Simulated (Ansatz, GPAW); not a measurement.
# Optical response of NaHgF3 (model structure), part 2 of 3

Wanted: where NaHgF3 (model structure) starts to absorb, how strongly, and its refractive index. The cell was made here by substitution or stacking, whether or not such a phase is known. It was built so: All Cd replaced by Hg and K replaced by Na in the Pm-3m structure of KCdF3. The cell is first relaxed with Ansatz.

GPAW 26.7.0; DFT, PBE, plane-wave PAW (GPAW data sets), scalar-relativistic, RPA, optical limit.

So far: Set-up; Relaxation.

**3. Ground state**

The self-consistent density comes first; it also tells whether there is a gap, which decides the occupations and the need for a Drude term.

This step: DFT, PBE, plane-wave PAW (GPAW data sets), scalar-relativistic, ground state (GPAW 26.7.0).

Contents of gs.py:

```python
from ase import Atoms
from ase.dft.bandgap import bandgap
from gpaw import GPAW, PW, FermiDirac

atoms = Atoms(['Hg', 'Na', 'F', 'F', 'F'],
              cell=[[4.560591274000, 0.000000000000, 0.000000000000],
                    [0.000000000000, 4.560591274000, 0.000000000000],
                    [0.000000000000, 0.000000000000, 4.560591274000]],
              scaled_positions=[[0.500000000000, 0.500000000000, 0.500000000000],
                                [1.000000000000, 0.000000000000, 0.000000000000],
                                [0.500000000000, 0.500000000000, 0.000000000000],
                                [0.500000000000, 1.000000000000, 0.500000000000],
                                [0.000000000000, 0.500000000000, 0.500000000000]],
              pbc=[True, True, True])
atoms.calc = GPAW(mode=PW(500), xc='PBE', kpts={'size': (5, 5, 5), 'gamma': True},
                  occupations=FermiDirac(0.05), maxiter=150, txt='gs.txt')
print('energy (eV)', atoms.get_potential_energy())
print('Fermi level (eV)', atoms.calc.get_fermi_level())
print('valence electrons', atoms.calc.get_number_of_electrons())
print('gap (eV)', bandgap(atoms.calc, output=None)[0])
print('direct gap (eV)', bandgap(atoms.calc, direct=True, output=None)[0])
atoms.calc.write('gs.gpw')
```

On the command line:

```bash
> OMP_NUM_THREADS=1 python gs.py
```

Numbers of over 12 decimals in the logs are rounded to 6 here.

Log:

```text
__  _  _
 | _ |_)|_||  |
 |__||  | ||/\| - 26.7.0

Versions:
  Python: 3.12.14
  ASE:    3.29.0
  Numpy:  2.5.5
  Scipy:  1.18.1
  Libxc:  7.0.0

Input parameters:
  mode=PW(ecut=500.0),
  kpts=MonkhorstPack(size=(5, 5, 5), gamma=True),
  maxiter=150,
  occupations=Occupations(name='fermi-dirac', width=0.05, fixmagmom=False),
  xc=XC(name='PBE')

Diagonalizing LCAO Hamiltonian
Converting LCAO to pw mode
    .----------.
   /|          |
  / |          |
 *  |          |
 |  |          |
 |F |   Hg     |
 |  .-F--------.
 | /          /
 |/     F    /
 Na---------*

Atoms  # Å, Bohr magnetons
|   | symbol |        x |        y |        z |    initial magnetic moments |
| 0 |     Hg | 2.280296 | 2.280296 | 2.280296 | ( 0.0000,  0.0000,  0.0000) |
| 1 |     Na | 4.560591 | 0.000000 | 0.000000 | ( 0.0000,  0.0000,  0.0000) |
| 2 |      F | 2.280296 | 2.280296 | 0.000000 | ( 0.0000,  0.0000,  0.0000) |
| 3 |      F | 2.280296 | 4.560591 | 2.280296 | ( 0.0000,  0.0000,  0.0000) |
| 4 |      F | 0.000000 | 2.280296 | 2.280296 | ( 0.0000,  0.0000,  0.0000) |

Unit cell  # Å
| periodic |        x |        y |        z |  lengths |    angles |
|      yes | 4.560591 | 0.000000 | 0.000000 | 4.560591 | 90.000000 |
|      yes | 0.000000 | 4.560591 | 0.000000 | 4.560591 | 90.000000 |
|      yes | 0.000000 | 0.000000 | 4.560591 | 4.560591 | 90.000000 |

Number of symmetries: 48
Symmetry operations  # r_c * U_cc + t_c -> r_c
|    | kind |            matrix            |
|  0 |  E   |  1, 0, 0,  0, 1, 0,  0, 0, 1 |
|  1 |  σ   |  1, 0, 0,  0, 1, 0,  0, 0,-1 |
|  2 |  σ   |  1, 0, 0,  0, 0, 1,  0, 1, 0 |
|  3 |  C4  |  1, 0, 0,  0, 0, 1,  0,-1, 0 |
|  4 |  C4  |  1, 0, 0,  0, 0,-1,  0, 1, 0 |
|  5 |  σ   |  1, 0, 0,  0, 0,-1,  0,-1, 0 |
|  6 |  σ   |  1, 0, 0,  0,-1, 0,  0, 0, 1 |
|  7 |  C2  |  1, 0, 0,  0,-1, 0,  0, 0,-1 |
|  8 |  σ   |  0, 1, 0,  1, 0, 0,  0, 0, 1 |
|  9 |  C2  |  0, 1, 0,  1, 0, 0,  0, 0,-1 |
| 10 |  C3  |  0, 1, 0,  0, 0, 1,  1, 0, 0 |
| 11 |  S6  |  0, 1, 0,  0, 0, 1, -1, 0, 0 |
| 12 |  S6  |  0, 1, 0,  0, 0,-1,  1, 0, 0 |
| 13 |  C3  |  0, 1, 0,  0, 0,-1, -1, 0, 0 |
| 14 |  C4  |  0, 1, 0, -1, 0, 0,  0, 0, 1 |
| 15 |  S4  |  0, 1, 0, -1, 0, 0,  0, 0,-1 |
| 16 |  C3  |  0, 0, 1,  1, 0, 0,  0, 1, 0 |
| 17 |  S6  |  0, 0, 1,  1, 0, 0,  0,-1, 0 |
| 18 |  σ   |  0, 0, 1,  0, 1, 0,  1, 0, 0 |
| 19 |  C4  |  0, 0, 1,  0, 1, 0, -1, 0, 0 |
| 20 |  C2  |  0, 0, 1,  0,-1, 0,  1, 0, 0 |
| 21 |  S4  |  0, 0, 1,  0,-1, 0, -1, 0, 0 |
| 22 |  S6  |  0, 0, 1, -1, 0, 0,  0, 1, 0 |
| 23 |  C3  |  0, 0, 1, -1, 0, 0,  0,-1, 0 |
| 24 |  S6  |  0, 0,-1,  1, 0, 0,  0, 1, 0 |
| 25 |  C3  |  0, 0,-1,  1, 0, 0,  0,-1, 0 |
| 26 |  C4  |  0, 0,-1,  0, 1, 0,  1, 0, 0 |
| 27 |  σ   |  0, 0,-1,  0, 1, 0, -1, 0, 0 |
| 28 |  S4  |  0, 0,-1,  0,-1, 0,  1, 0, 0 |
| 29 |  C2  |  0, 0,-1,  0,-1, 0, -1, 0, 0 |
| 30 |  C3  |  0, 0,-1, -1, 0, 0,  0, 1, 0 |
| 31 |  S6  |  0, 0,-1, -1, 0, 0,  0,-1, 0 |
| 32 |  C4  |  0,-1, 0,  1, 0, 0,  0, 0, 1 |
| 33 |  S4  |  0,-1, 0,  1, 0, 0,  0, 0,-1 |
| 34 |  S6  |  0,-1, 0,  0, 0, 1,  1, 0, 0 |
| 35 |  C3  |  0,-1, 0,  0, 0, 1, -1, 0, 0 |
| 36 |  C3  |  0,-1, 0,  0, 0,-1,  1, 0, 0 |
| 37 |  S6  |  0,-1, 0,  0, 0,-1, -1, 0, 0 |
| 38 |  σ   |  0,-1, 0, -1, 0, 0,  0, 0, 1 |
| 39 |  C2  |  0,-1, 0, -1, 0, 0,  0, 0,-1 |
| 40 |  σ   | -1, 0, 0,  0, 1, 0,  0, 0, 1 |
| 41 |  C2  | -1, 0, 0,  0, 1, 0,  0, 0,-1 |
| 42 |  C2  | -1, 0, 0,  0, 0, 1,  0, 1, 0 |
| 43 |  S4  | -1, 0, 0,  0, 0, 1,  0,-1, 0 |
| 44 |  S4  | -1, 0, 0,  0, 0,-1,  0, 1, 0 |
| 45 |  C2  | -1, 0, 0,  0, 0,-1,  0,-1, 0 |
| 46 |  C2  | -1, 0, 0,  0,-1, 0,  0, 0, 1 |
| 47 |  i   | -1, 0, 0,  0,-1, 0,  0, 0,-1 |

BZ-sampling:
  Number of BZ points: 125
  Number of IBZ points: 10

  Monkhorst-Pack size: [5, 5, 5]
  Monkhorst-Pack shift: [0, 0, 0]

K-points  # in reciprocal-cell coordinates
|   |                                coordinates |     weight |
| 0 | (  0.00000000,   0.00000000,   0.00000000) | 0.00800000 |
| 1 | (  0.20000000,   0.00000000,   0.00000000) | 0.04800000 |
| 2 | (  0.20000000,   0.20000000,   0.00000000) | 0.09600000 |
| 3 | (  0.20000000,   0.20000000,   0.20000000) | 0.06400000 |
| 4 | (  0.40000000,   0.00000000,   0.00000000) | 0.04800000 |
| 5 | (  0.40000000,   0.20000000,   0.00000000) | 0.19200000 |
| 6 | (  0.40000000,   0.20000000,   0.20000000) | 0.19200000 |
| 7 | (  0.40000000,   0.40000000,   0.00000000) | 0.09600000 |
| 8 | (  0.40000000,   0.40000000,   0.20000000) | 0.19200000 |
| 9 | (  0.40000000,   0.40000000,   0.40000000) | 0.06400000 |

Plane wave coefficients: 2469
Cutoff: 500.0 eV

Spin-components: 1 (collinear spins)
Bands:           31
Projectors:      26
Spin-degeneracy: 2
Datatype:        complex128

Parallelization:
  kpt:    1
  domain: 1
  band:   1

Density:
  Valence electrons: 46.0
  Components: 1
  Grid points: [24 24 24]
  Charge: 0.0  # |e|

Potential:
  Grid points: [24 24 24]

species:
  Hg:
    name:    Mercury
    id:
    Z:       80.0
    valence: 18
    core:    62
    charge:  0.0  # [|e|]
    compensation charges:
      type: gauss
      rc: 0.41  # [Å]
      lmax: 2
    cutoffs:
      filter: 2.17  # [Å]
      core: 2.06  # [Å]
    projectors
    | kind |    occ | energy [eV] | rcut [Å] |
    |   6s |  2.000 |      -6.783 |    1.307 |
    |   5p |  6.000 |     -66.572 |    1.291 |
    |   6p |  0.000 |      -1.056 |    1.291 |
    |   5d | 10.000 |      -9.891 |    1.302 |
    |    s |        |      20.429 |    1.307 |
    |    d |        |      17.320 |    1.302 |

    Using partial waves for Hg as LCAO basis

  Na:
    name:    Sodium
    id:
    Z:       11.0
    valence: 7
    core:    4
    charge:  0.0  # [|e|]
    compensation charges:
      type: gauss
      rc: 0.37  # [Å]
      lmax: 2
    cutoffs:
      filter: 2.17  # [Å]
      core: 2.59  # [Å]
    projectors
    | kind |    occ | energy [eV] | rcut [Å] |
    |   3s |  1.000 |      -2.744 |    1.201 |
    |   2p |  6.000 |     -28.672 |    1.217 |
    |   3p |  0.000 |      -0.743 |    1.217 |
    |    s |        |      24.468 |    1.201 |
    |    d |        |       0.000 |    1.238 |

    Using partial waves for Na as LCAO basis

  F:
    name:    Fluorine
    id:
    Z:       9.0
    valence: 7
    core:    2
    charge:  0.0  # [|e|]
    compensation charges:
      type: gauss
      rc: 0.20  # [Å]
      lmax: 2
    cutoffs:
      filter: 1.14  # [Å]
      core: 0.74  # [Å]
    projectors
    | kind |    occ | energy [eV] | rcut [Å] |
    |   2s |  2.000 |     -29.898 |    0.635 |
    |   2p |  5.000 |     -11.110 |    0.635 |
    |    s |        |      -2.687 |    0.635 |
    |    p |        |      16.102 |    0.635 |
    |    d |        |       0.000 |    0.635 |

    Using partial waves for F as LCAO basis

Reference energy: -545716.631581  # eV

eigensolver:
  PPCG
  Converge bands: occupied
  niter=2

density mixing:
  MSR1-Mixer
  Pratt-step length: 0.05
  Maximum mixing coefficient: 0.75
  Old densities: 10
  SVD Regularization: 0.005
  Good broyden scale: 1.0
  Trust region scale: 1.0
  Backstep threshold: 4.0
  History deletion threshold: 6.0
  Fourier metric: weight=20.0, sigma=0.015

occupation numbers:
  Fermi-Dirac:
    width: 0.0500  # eV

poisson solver:
  ecut: 4000.0  # eV

xc functional:
  name: PBE with 2 nearest neighbor stencil

convergence criteria:
- Maximum [total energy] change in last 3 cyles: 0.0005 eV / valence electron
- Maximum integral of absolute [dens]ity change: 0.0001 electrons / valence electron
- Maximum integral of absolute [eigenst]ate change: 4e-08 eV^2 / valence electron
maximum number of iterations: 150

SCF iterations
|iter     |      energy | eigst |  dens |
|iter:   1||  -18.354266 | -0.53 |       |
|iter:   2||  -17.721990 | -2.10 | -1.10 |
|iter:   3||  -16.091734 | -0.91 | -1.14 |
|iter:   4||  -16.093142 | -2.61 | -1.56 |
|iter:   5||  -16.106230c| -2.89 | -1.85 |
|iter:   6||  -16.106603c| -4.44 | -2.94 |
|iter:   7||  -16.106812c| -4.95 | -3.25 |
|iter:   8||  -16.106812c| -6.74 | -4.14c|
|iter:   9||  -16.106812c| -7.53c| -4.83c|

Converged in 9 steps
SCF loop duration: 13.527 s (1.503 s/step)
Energy contributions relative to reference atoms: (reference = -545716.631581)

Energy contributions:
  Kinetic:          58.169779
  Coulomb:         -50.670902
  Zero:             -1.716492
  External:          0.000000
  Xc:              -21.889177
  Entropy:          -0.000041
  Spinorbit:         0.000000
  ----------------------------
  Free energy:     -16.106833
  Extrapolated:    -16.106812

dipole moment: (-17.905638, -17.905638, -17.905638)  # |e|*Ang

Fermi level: 0.435
Eigenvalues  # (at kpt = [0.000, 0.000, 0.000])
| band index |      eig [eV] | occ [0-2] |
|          0 |       -60.647 |     2.000 |
|        ... |               |           |
|         15 |        -3.733 |     2.000 |
|         16 |        -3.733 |     2.000 |
|         17 |        -2.259 |     2.000 |
|         18 |        -2.259 |     2.000 |
|         19 |        -2.259 |     2.000 |
|         20 |        -2.225 |     2.000 |
|         21 |        -2.225 |     2.000 |
|         22 |        -2.225 |     2.000 |
|         23 |         0.727 |     0.006 |
|         24 |         5.294 |     0.000 |
|         25 |         9.806 |     0.000 |
|         26 |         9.806 |     0.000 |
|         27 |         9.806 |     0.000 |
|         28 |        14.812 |     0.000 |
|         29 |        14.812 |     0.000 |
|         30 |        14.812 |     0.000 |

Gap: 0.779 eV
Transition (v -> c):
  (s=0, k=7, n=22, [0.40, 0.40, 0.00]) -> (s=0, k=0, n=23, [0.00, 0.00, 0.00])
Direct/indirect transitions are different
Direct gap: 2.952 eV
Transition at: (s=0, k=0, n=22, [0.00, 0.00, 0.00])

--- standard output ---
energy (eV) -16.106812
Fermi level (eV) 0.434940
valence electrons 46.0
gap (eV) 0.779015
direct gap (eV) 2.952155
```

Elapsed: 16 s, on 1 thread of Arm Neoverse V1, shared host; peak memory 0.17 GiB.

Read-outs, printed or worked out from the files:

```
energy                 : -16.11 eV
Fermi energy           : 0.4349 eV
gap on the k-mesh      : 0.7790 eV
direct gap on the mesh : 2.952 eV
electrons              : 46
```

There is a gap, 0.78 eV on this mesh (points off the mesh can give less), so no carriers' term is needed.

**4. Bands for the response**

At the fixed density, many empty bands are solved on the mesh of the response, since the spectrum sums over them.

This step: DFT, PBE, plane-wave PAW (GPAW data sets), scalar-relativistic, bands at fixed density (GPAW 26.7.0).

Contents of nscf.py:

```python
from ase.dft.bandgap import bandgap
from gpaw import GPAW, FermiDirac

calc = GPAW('gs.gpw').fixed_density(kpts={'size': (7, 7, 7), 'gamma': True}, nbands=61, convergence={'bands': 55},
                                    occupations=FermiDirac(0.001), txt='nscf.txt')
print('gap (eV)', bandgap(calc, output=None)[0])
print('direct gap (eV)', bandgap(calc, direct=True, output=None)[0])
print('top band over the Fermi level (eV)', min(calc.get_eigenvalues(kpt=k)[54] for k in range(len(calc.get_ibz_k_points()))) - calc.get_fermi_level())
calc.write('full.gpw', mode='all')
```

On the command line:

```bash
> OMP_NUM_THREADS=1 python nscf.py
```

Log:

```text
Diagonalizing LCAO Hamiltonian
Converting LCAO to pw mode
convergence criteria:
- Maximum integral of absolute [eigenst]ate change: 4e-08 eV^2 / valence electron
maximum number of iterations: 150

SCF iterations
|iter     |      energy | eigst |  dens |
|iter:   1||             | +3.19 |       |
|iter:   2||             | +1.90 |       |
|iter:   3||             | +0.77 |       |
|iter:   4||             | -0.46 |       |
|iter:   5||             | -1.21 |       |
|iter:   6||             | -2.08 |       |
|iter:   7||             | -2.77 |       |
|iter:   8||             | -3.63 |       |
|iter:   9||             | -4.33 |       |
|iter:  10||             | -5.13 |       |
|iter:  11||             | -5.75 |       |
|iter:  12||             | -6.28 |       |
|iter:  13||             | -6.69 |       |
|iter:  14||             | -7.03 |       |
|iter:  15||             | -7.27 |       |
|iter:  16||             | -7.56c|       |
SCF steps: 16
  __  _  _
 | _ |_)|_||  |
 |__||  | ||/\| - 26.7.0

Versions:
  Python: 3.12.14
  ASE:    3.29.0
  Numpy:  2.5.5
  Scipy:  1.18.1
  Libxc:  7.0.0

Input parameters:
  mode=PW(ecut=500.0),
  convergence={'bands': 55},
  gpts=array([24, 24, 24]),
  kpts=MonkhorstPack(size=(7, 7, 7), gamma=True),
  maxiter=150,
  nbands=61,
  occupations=Occupations(name='fermi-dirac', width=0.001, fixmagmom=False),
  parallel={},
  xc=XC(name='PBE')

--- standard output ---
gap (eV) 0.660808
direct gap (eV) 2.952155
top band over the Fermi level (eV) 25.782581
```

The job ended after 79 s (1 thread; peak memory 0.23 GiB).

This step gave:

```
gap on the k-mesh : 0.6608 eV
```

[end of part 2 of 3]

[Machine, clock and banner lines and Python warnings are left out of the logs.]

[Logs are printed without paths, hosts, clocks, repeated set-up lines and the standing remarks that a program may print on its own settings, such as how far it seeks lower states.]

[Hosts, paths, dates, database ids (printed as entryN), source tags and the programs' standing remarks are cut or masked in the printed files.]
